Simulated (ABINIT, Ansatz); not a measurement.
# CsTlF3 (Fm-3m): changed settings of a GW run in ABINIT

Aim: change inputs of a GW run on CsTlF3 (Fm-3m) and see what moves.

Method: LDA and many-body steps on it, plane waves, in ABINIT 10.8.3.

## Step 1: Starting point

It takes space group Fm-3m (No. 225, cubic). Conventional cell: a = 9.560 Å, b = 9.560 Å, c = 9.560 Å, α = 90.00°, β = 90.00°, γ = 90.00°. Nearest to Cs lie 12 F at 3.39 Å. Tl has 6 F at 2.60 Å nearest. Nearest to Tl lie 6 F at 2.18 Å. F has 2 Tl at 2.18 to 2.60 Å and 4 Cs at 3.39 Å nearest. Farther neighbours and most contacts between anions are not listed.

The cell and positions are those that the Materials Project relaxed with its own functionals (PBE, PBE+U or r2SCAN), kept fixed. Spin-orbit coupling is left out unless a step names it.

## Step 2: Screening, 2×2×2 mesh, 208 bands, screening to 141.5 eV

This step: ABINIT 10.8.3; RPA screening on LDA, plane waves, norm-conserving pseudopotentials.

The RPA dielectric matrix is built and inverted for each q.

run.abi

```
acell 3*1.0 Angstrom
rprim 
  -0.000000000000 4.779973250000 4.779973250000
  4.779973250000 -0.000000000000 4.779973250000
  4.779973250000 4.779973250000 0.000000000000
ntypat 3
znucl 55 81 9
natom 10
typat 1 1 2 2 3 3 3 3 3 3
xred 
  0.750000000000 0.750000000000 0.750000000000
  0.250000000000 0.250000000000 0.250000000000
  0.500000000000 0.500000000000 0.500000000000
  0.000000000000 0.000000000000 0.000000000000
  0.772340010000 0.227659990000 0.227659990000
  0.227659990000 0.227659990000 0.772340010000
  0.227659990000 0.772340010000 0.772340010000
  0.227659990000 0.772340010000 0.227659990000
  0.772340010000 0.227659990000 0.772340010000
  0.772340010000 0.772340010000 0.227659990000
pp_dirpath "pseudos"
pseudos "Cs.upf, Tl.upf, F.upf"
ecut 36
ngkpt 2 2 2
nshiftk 1
shiftk 0 0 0
kptopt 1
chksymbreak 0
istwfk *1
occopt 1
irdwfk 1
optdriver 3
nband 208
ecuteps 5.2
inclvkb 2
awtr 1
symchi 1
indata_prefix "in"
outdata_prefix "out"
tmpdata_prefix "tmp"
```

Launch:

```console
$ OMP_NUM_THREADS=1 mpirun -n 4 abinit run.abi > log
```

The log of the run:

```text
.Version 10.8.3 of ABINIT. v10.8.2 released Aug 2026.

 Symmetries : space group Fm -3 m (#225); Bravais cF (face-center cubic)
[... echo of the input left out ...]
== DATASET  1 ==================================================================
-   mpi_nproc: 4, omp_nthreads: 1 (-1 if OMP is not activated)

--- !DatasetInfo
iteration_state: {dtset: 1, }
dimensions: {natom: 10, nkpt: 3, mband: 208, nsppol: 1, nspinor: 1, nspden: 1, mpw: 15284, }
cutoff_energies: {ecut:  36.0, pawecutdg:  -1.0, }
electrons: {nelect:   1.02000000E+02, charge:   0.00000000E+00, occopt:   1.00000000E+00, tsmear:   1.00000000E-02, }

 SCREENING: Calculation of the susceptibility and dielectric matrices

 Based on a program developped by R.W. Godby, V. Olevano, G. Onida, and L. Reining.
 Incorporated in ABINIT by V. Olevano, G.-M. Rignanese, and M. Torrent.
.Using double precision arithmetic ; gwpc =  8

[... cell and pseudopotentials left out ...]
--------------------------------------------------------------------------------

 ==== K-mesh for the wavefunctions ====
 Number of points in the irreducible wedge :     3
[... list of points left out ...]
 Together with 48 symmetry operations and time-reversal symmetry
 yields     8 points in the full Brillouin Zone.

 ==== Q-mesh for the screening function ====
 Number of points in the irreducible wedge :     3
[... list of points left out ...]
 Together with 48 symmetry operations and time-reversal symmetry
 yields     8 points in the full Brillouin Zone.

 setmesh: FFT mesh size selected  =    48x   48x   48
          total number of points  =       110592

 vcoul_init : cutoff-mode = AUXILIARY_FUNCTION
 q-points for optical limit:   1
     1)      0.000010    0.000020    0.000030

- screening: taking advantage of time-reversal symmetry
- Maximum band index for partially occupied states nbvw = 51
- Remaining bands to be divided among processors   nbcw = 157
- Number of bands treated by each node ~39

 Number of electrons calculated from density =  102.0000; Expected =  102.0000
 average of density, n =  0.069199
 r_s =    1.5110
 omega_plasma =   25.3749 [eV]

 calculating chi0 at frequencies [eV] :
  1    0.000000E+00    0.000000E+00
  2    0.000000E+00    2.537489E+01

--------------------------------------------------------------------------------
  q-point number  1        q = ( 0.000000, 0.000000, 0.000000) [r.l.u.]
--------------------------------------------------------------------------------
[... chi0 elements left out ...]
 For q-point:  0.000010 0.000020 0.000030
  dielectric constant =   3.3382
  dielectric constant without local fields =   3.7916

  Average fulfillment of the sum rule on Im[epsilon] for q-point    1 :     46.94  [%]
[... wings left out ...]
  q-point number  2        q = ( 0.500000, 0.000000, 0.000000) [r.l.u.]
--------------------------------------------------------------------------------
[... chi0 elements left out ...]
  Average fulfillment of the sum rule on Im[epsilon] for q-point    2 :     52.66  [%]

 [... 1 further q-points ...]
```

Run time: 4.1 min. Hardware: 4 MPI ranks of Intel Xeon Platinum 8488C (Sapphire Rapids), shared host; peak memory 3.9 GiB.

Numbers from this step:

```yaml
eps_infinity_with_local_fields_on_this_mesh_along_the_program_s_q_direction: 3.338
the_same_without_local_fields: 3.792
plasma_frequency: 25.37 eV
plane_waves_in_the_screening_matrix: 869
```

Local fields lower ε∞ by 12 %. On a Γ-centred mesh this coarse the value itself is usually too large, while a short band sum pulls it down.

## Step 3: Base

The self-energy is evaluated for the states that the input lists, and the levels follow from it, in one-shot runs by the linearised quasiparticle equation.

This step: G0W0 on LDA, plane waves, norm-conserving pseudopotentials.

run.abi: that of step 2 with these lines changed.

```diff
@@ -31,8 +31,19 @@
 irdwfk 1
-optdriver 3
+optdriver 4
 nband 208
+gwcalctyp 0
+ecutsigx 36
+symsigma 1
+nkptgw 3
+kptgw 
+  0.5000000000 0.5000000000 0.0000000000
+  0.5000000000 0.0000000000 0.0000000000
+  0.0000000000 0.0000000000 0.0000000000
+bdgw 
+  50 53
+  49 54
+  50 55
 ecuteps 5.2
-inclvkb 2
-awtr 1
-symchi 1
+irdscr 1
+ppmodel 1
 indata_prefix "in"
```

The log of the run:

```text
.Version 10.8.3 of ABINIT. v10.8.2 released Aug 2026.

 Symmetries : space group Fm -3 m (#225); Bravais cF (face-center cubic)
[... echo of the input left out ...]
== DATASET  1 ==================================================================
-   mpi_nproc: 4, omp_nthreads: 1 (-1 if OMP is not activated)

--- !DatasetInfo
iteration_state: {dtset: 1, }
dimensions: {natom: 10, nkpt: 3, mband: 208, nsppol: 1, nspinor: 1, nspden: 1, mpw: 15284, }
cutoff_energies: {ecut:  36.0, pawecutdg:  -1.0, }
electrons: {nelect:   1.02000000E+02, charge:   0.00000000E+00, occopt:   1.00000000E+00, tsmear:   1.00000000E-02, }

 SIGMA: Calculation of the GW corrections

 Based on a program developped by R.W. Godby, V. Olevano, G. Onida, and L. Reining.
 Incorporated in ABINIT by V. Olevano, G.-M. Rignanese, and M. Torrent.
.Using double precision arithmetic ; gwpc =  8

[... cell and pseudopotentials left out ...]
--------------------------------------------------------------------------------

 ==== K-mesh for the wavefunctions ====
 Number of points in the irreducible wedge :     3
[... list of points left out ...]
 Together with 48 symmetry operations and time-reversal symmetry
 yields     8 points in the full Brillouin Zone.

 ==== Q-mesh for screening function ====
 Number of points in the irreducible wedge :     3
[... list of points left out ...]
 Together with 48 symmetry operations and time-reversal symmetry
 yields     8 points in the full Brillouin Zone.

 vcoul_init : cutoff-mode = AUXILIARY_FUNCTION
 q-points for optical limit:   1
     1)      0.000010    0.000020    0.000030
 setmesh: FFT mesh size selected  =    72x   72x   72
          total number of points  =       373248

 Number of electrons calculated from density =  102.0000; Expected =  102.0000
 average of density, n =  0.069199
 r_s =    1.5110
 omega_plasma =   25.3749 [eV]

 === KS Band Gaps ===
  >>>> For spin  1
   Minimum direct gap =   2.7351 [eV], located at k-point      :   0.5000  0.0000  0.0000
   Fundamental gap    =   2.0436 [eV], Top of valence bands at :   0.5000  0.5000  0.0000
                                       Bottom of conduction at :   0.5000  0.0000  0.0000
 SIGMA fundamental parameters:
 PLASMON POLE MODEL  1
 number of plane-waves for SigmaX                15185
 number of plane-waves for SigmaC and W            869
 number of plane-waves for wavefunctions         15185
 number of bands                                   208
 number of independent spin polarizations            1
 number of spinorial components                      1
 number of k-points in IBZ                           3
 number of q-points in IBZ                           3
 number of symmetry operations                      48
 number of k-points in BZ                            8
 number of q-points in BZ                            8
 number of frequencies for dSigma/dE                 9
 frequency step for dSigma/dE [eV]                0.25
 number of omega for Sigma on real axis              0
 max omega for Sigma on real axis  [eV]           0.00
 zcut for avoiding poles [eV]                     0.10

 EPSILON^-1 parameters (SCR file):
 dimension of the eps^-1 matrix on file            869
 dimension of the eps^-1 matrix used               869
 number of plane-waves for wavefunctions         15185
 number of bands                                   208
 number of q-points in IBZ                           3
 number of frequencies                               2
 number of real frequencies                          1
 number of imag frequencies                          1

 matrix elements of self-energy operator (all in [eV])

 Perturbative Calculation

--- !SelfEnergy_ee
iteration_state: {dtset: 1, }
kpoint     : [   0.500,    0.500,    0.000, ]
spin       : 1
KS_gap     :    2.768
QP_gap     :    5.084
Delta_QP_KS:    2.316
data: !SigmaeeData |
     Band     E0 <VxcDFT>   SigX SigC(E0)      Z dSigC/dE  Sig(E)    E-E0       E
       50   0.401 -23.521 -29.614   5.341   0.776  -0.289 -24.104  -0.583  -0.182
       51   2.259 -20.339 -23.630   2.980   0.800  -0.249 -20.588  -0.249   2.009
       52   5.027 -19.373 -15.271  -1.562   0.814  -0.229 -17.306   2.067   7.094
       53   6.954 -11.106  -6.854  -2.431   0.852  -0.173  -9.554   1.552   8.506

--- !SelfEnergy_ee
iteration_state: {dtset: 1, }
kpoint     : [   0.500,    0.000,    0.000, ]
spin       : 1
KS_gap     :    2.735
QP_gap     :    4.996
Delta_QP_KS:    2.261
data: !SigmaeeData |
     Band     E0 <VxcDFT>   SigX SigC(E0)      Z dSigC/dE  Sig(E)    E-E0       E
       49   0.049 -22.427 -29.165   5.730   0.763  -0.311 -23.196  -0.769  -0.720
       50   0.049 -22.427 -29.165   5.730   0.763  -0.311 -23.196  -0.769  -0.720
[...]
--- !SelfEnergy_ee
iteration_state: {dtset: 1, }
kpoint     : [   0.000,    0.000,    0.000, ]
spin       : 1
KS_gap     :    5.150
QP_gap     :    7.729
Delta_QP_KS:    2.579
data: !SigmaeeData |
     Band     E0 <VxcDFT>   SigX SigC(E0)      Z dSigC/dE  Sig(E)    E-E0       E
[...]
53   6.904  -9.964  -5.388  -2.723   0.859  -0.164  -8.372   1.591   8.495
       54   6.904  -9.964  -5.388  -2.723   0.859  -0.164  -8.372   1.591   8.495
       55   6.904  -9.964  -5.388  -2.723   0.859  -0.164  -8.372   1.591   8.495

 New Fermi energy :        1.513738E-01 Ha ,    4.119092E+00 eV

 === QP Band Gaps ===
  >>>> For spin  1
   Minimum direct gap =   4.9960 [eV], located at k-point      :   0.5000  0.0000  0.0000
   Fundamental gap    =   4.2192 [eV], Top of valence bands at :   0.5000  0.5000  0.0000
                                       Bottom of conduction at :   0.5000  0.0000  0.0000

== END DATASET(S) ==============================================================
================================================================================

 -outvars: echo values of variables after computation  --------
           etotal      0.0000000000E+00
            nband         208
             nkpt           3
          spgroup         225
 [... the other variables as echoed above ...]

 Calculation completed.
```

The job ended after 2.2 min (4 MPI ranks; peak memory 3.1 GiB).

Numbers from this step:

```
G0W0 gap on the points computed              : 4.220 eV
starting gap on the mesh                     : 2.044 eV
k of the valence top                         : 0.5, 0.5, 0
k of the conduction bottom                   : 0.5, 0, 0
Z at the valence top                         : 0.8
Z at the conduction bottom                   : 0.829
least direct G0W0 gap on the computed points : 4.996 eV
```

The gap on the mesh goes from 2.04 eV to 4.22 eV, a correction of +2.18 eV.

## Step 4: Exchange cutoff

run.abi: that of step 3 with these lines changed.

```diff
@@ -34,3 +34,3 @@
 gwcalctyp 0
-ecutsigx 36
+ecutsigx 10.8
 symsigma 1
```

The log of the run:

```text
.Version 10.8.3 of ABINIT. v10.8.2 released Aug 2026.

 Symmetries : space group Fm -3 m (#225); Bravais cF (face-center cubic)
[... echo of the input left out ...]
== DATASET  1 ==================================================================
-   mpi_nproc: 4, omp_nthreads: 1 (-1 if OMP is not activated)

--- !DatasetInfo
iteration_state: {dtset: 1, }
dimensions: {natom: 10, nkpt: 3, mband: 208, nsppol: 1, nspinor: 1, nspden: 1, mpw: 15284, }
cutoff_energies: {ecut:  36.0, pawecutdg:  -1.0, }
electrons: {nelect:   1.02000000E+02, charge:   0.00000000E+00, occopt:   1.00000000E+00, tsmear:   1.00000000E-02, }

 SIGMA: Calculation of the GW corrections

 Based on a program developped by R.W. Godby, V. Olevano, G. Onida, and L. Reining.
 Incorporated in ABINIT by V. Olevano, G.-M. Rignanese, and M. Torrent.
.Using double precision arithmetic ; gwpc =  8

[... cell and pseudopotentials left out ...]
--------------------------------------------------------------------------------

 ==== K-mesh for the wavefunctions ====
 Number of points in the irreducible wedge :     3
[... list of points left out ...]
 Together with 48 symmetry operations and time-reversal symmetry
 yields     8 points in the full Brillouin Zone.

 ==== Q-mesh for screening function ====
 Number of points in the irreducible wedge :     3
[... list of points left out ...]
 Together with 48 symmetry operations and time-reversal symmetry
 yields     8 points in the full Brillouin Zone.

 vcoul_init : cutoff-mode = AUXILIARY_FUNCTION
 q-points for optical limit:   1
     1)      0.000010    0.000020    0.000030
 setmesh: FFT mesh size selected  =    54x   54x   54
          total number of points  =       157464

 Number of electrons calculated from density =  102.0000; Expected =  102.0000
[...]
Perturbative Calculation

--- !SelfEnergy_ee
iteration_state: {dtset: 1, }
kpoint     : [   0.500,    0.500,    0.000, ]
spin       : 1
KS_gap     :    2.768
QP_gap     :    5.044
Delta_QP_KS:    2.276
data: !SigmaeeData |
     Band     E0 <VxcDFT>   SigX SigC(E0)      Z dSigC/dE  Sig(E)    E-E0       E
       50   0.401 -23.521 -28.596   5.341   0.776  -0.289 -23.315   0.206   0.608
       51   2.259 -20.339 -22.856   2.980   0.800  -0.249 -19.969   0.370   2.629
       52   5.027 -19.373 -14.558  -1.562   0.814  -0.229 -16.727   2.646   7.673
[...]
--- !SelfEnergy_ee
iteration_state: {dtset: 1, }
kpoint     : [   0.500,    0.000,    0.000, ]
spin       : 1
KS_gap     :    2.735
QP_gap     :    4.981
Delta_QP_KS:    2.246
data: !SigmaeeData |
     Band     E0 <VxcDFT>   SigX SigC(E0)      Z dSigC/dE  Sig(E)    E-E0       E
[...]
--- !SelfEnergy_ee
iteration_state: {dtset: 1, }
kpoint     : [   0.000,    0.000,    0.000, ]
spin       : 1
KS_gap     :    5.150
QP_gap     :    7.539
Delta_QP_KS:    2.388
data: !SigmaeeData |
     Band     E0 <VxcDFT>   SigX SigC(E0)      Z dSigC/dE  Sig(E)    E-E0       E
[...]
54   6.904  -9.964  -5.256  -2.723   0.859  -0.164  -8.259   1.705   8.608
       55   6.904  -9.964  -5.256  -2.723   0.859  -0.164  -8.259   1.705   8.608

 New Fermi energy :        1.708249E-01 Ha ,    4.648383E+00 eV

 === QP Band Gaps ===
  >>>> For spin  1
   Minimum direct gap =   4.9812 [eV], located at k-point      :   0.5000  0.0000  0.0000
   Fundamental gap    =   4.0386 [eV], Top of valence bands at :   0.5000  0.5000  0.0000
                                       Bottom of conduction at :   0.5000  0.0000  0.0000

== END DATASET(S) ==============================================================
================================================================================

 -outvars: echo values of variables after computation  --------
           etotal      0.0000000000E+00
            nband         208
             nkpt           3
          spgroup         225
 [... the other variables as echoed above ...]

 Calculation completed.
```

The job ended after 2 min (4 MPI ranks; peak memory 2.6 GiB; 8 min of CPU time).

Numbers from this step:

* G0W0 gap on the points computed: 4.039 eV
* starting gap on the mesh: 2.044 eV
* k of the valence top: 0.5, 0.5, 0
* k of the conduction bottom: 0.5, 0, 0
* Z at the valence top: 0.8
* Z at the conduction bottom: 0.829
* least direct G0W0 gap on the computed points: 4.982 eV

(Continued in part 2 of 2.)

[Paths, hosts, dates, memory and timing lines, banners, echoed tables and standing remarks are left out of the program output.]

[Logs are printed without paths, hosts, clocks, repeated set-up lines and the standing remarks that a program may print on its own settings, such as how far it seeks lower states.]

[Runs of the session that timed out or met a known fault of the program may be left out.]

[Hosts, paths, dates, database ids (printed as entryN), source tags and the programs' standing remarks are cut or masked in the printed files.]

[G0W0 gaps are taken among the corrected bands and points alone; a level outside them can change the order at an edge.]

[Where Ansatz stands beside ABINIT at settings called matched, ABINIT's density can come from a denser mesh and the files from another edition; pairs whose starting gaps differed by over 0.03 eV were left out, so agreement reads better than it is.]
